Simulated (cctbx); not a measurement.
**Lattice, Laue class and space group of a new crystal**

Cell: a = 5.7850 Å, b = 5.7850 Å, c = 11.4430 Å, α = 90.00°, β = 90.00°, γ = 90.00°. Expected content of the cell: As4 S12 Mg2.

The data are simulated with cctbx, not measured: Mo Kα, λ = 0.71073 Å, to d = 0.65 Å, 80 % of the full sphere, strongest reflection 40000 counts, noise from counting, a 6 % proportional error and a noise floor of 8 counts (s.d.); no absorption.

A first pass over the reflections prints:

```text
4702 reflections to d = 0.650 A
centring   violations  <I/sigma> of those
    A       1193 of  2365      6.0
    B       1194 of  2354      6.0
    C       1163 of  2349      5.8
    I        480 of  2359      2.4
    R       1567 of  3125      5.9
    F       1775 of  3534      5.9
Laue class    unique    Rint  (classes that these axes allow; Friedel mates merged)
P -1             2820   0.038
P 1 2/m 1        1572   0.045
P 1 1 2/m        1522   0.044
P 2/m 1 1        1578   0.045
P m m m           888   0.048
P 4/m             774   0.048
P 4/m m m         495   0.050
space group    extra absences  I>4sigma  <I/sigma>
P 4 2 2                 0          0         -  acentric
P 4 21 2               14          0      -0.2  acentric
P 42 2 2               16          0      -0.1  acentric
P 42 21 2              30          0      -0.2  acentric
P 4 m m                 0          0         -  acentric
P 42 n m              386          0      -0.1  acentric
P -4 2 m                0          0         -  acentric
P -4 21 m              14          0      -0.2  acentric
P -4 m 2                0          0         -  acentric
P -4 n 2              386          0      -0.1  acentric
P 4/m m m               0          0         -  centric
P 42/m n m            386          0      -0.1  centric
Wilson B = 2.14 A^2   <|E^2-1|> = 0.933 (0.968 centric, 0.736 acentric)   E^2>4: 3.9 %
shell (A)         n   <I/sigma>
11.44 - 1.30     80     21.2
 1.30 - 1.03     66     22.3
 1.03 - 0.90     61     16.8
 0.90 - 0.82     54     20.1
 0.82 - 0.76     64     15.6
 0.76 - 0.72     54     14.3
 0.72 - 0.68     58     12.6
 0.68 - 0.65     58     10.8
```

Q: Read the symmetry from these tables.

Every centring test has many violations, so the lattice is primitive.

Rint stays low (0.038 to 0.050) up to P 4/m m m, the highest class in these axes.

12 settings pass the absence test. The most absences obeyed, 386, belong to P 42 n m, P -4 n 2 and P 42/m n m, which absences can't tell apart.

⟨|E²−1|⟩ = 0.933 leans to a centrosymmetric structure. The Wilson B of 2.14 Å² means U ≈ 0.0271 Å².

The true group is P4_2/mnm (no. 136), Laue class 4/mmm, centrosymmetric. The tables only narrow the choice to the tied entries; cell content, site symmetry and trial solutions must settle it.

The model is made up (kin elements in a known structure type, no relaxation), so it says nothing on whether the phase exists.

[Logs are printed without paths, hosts, clocks, repeated set-up lines and the standing remarks that a program may print on its own settings, such as how far it seeks lower states.]
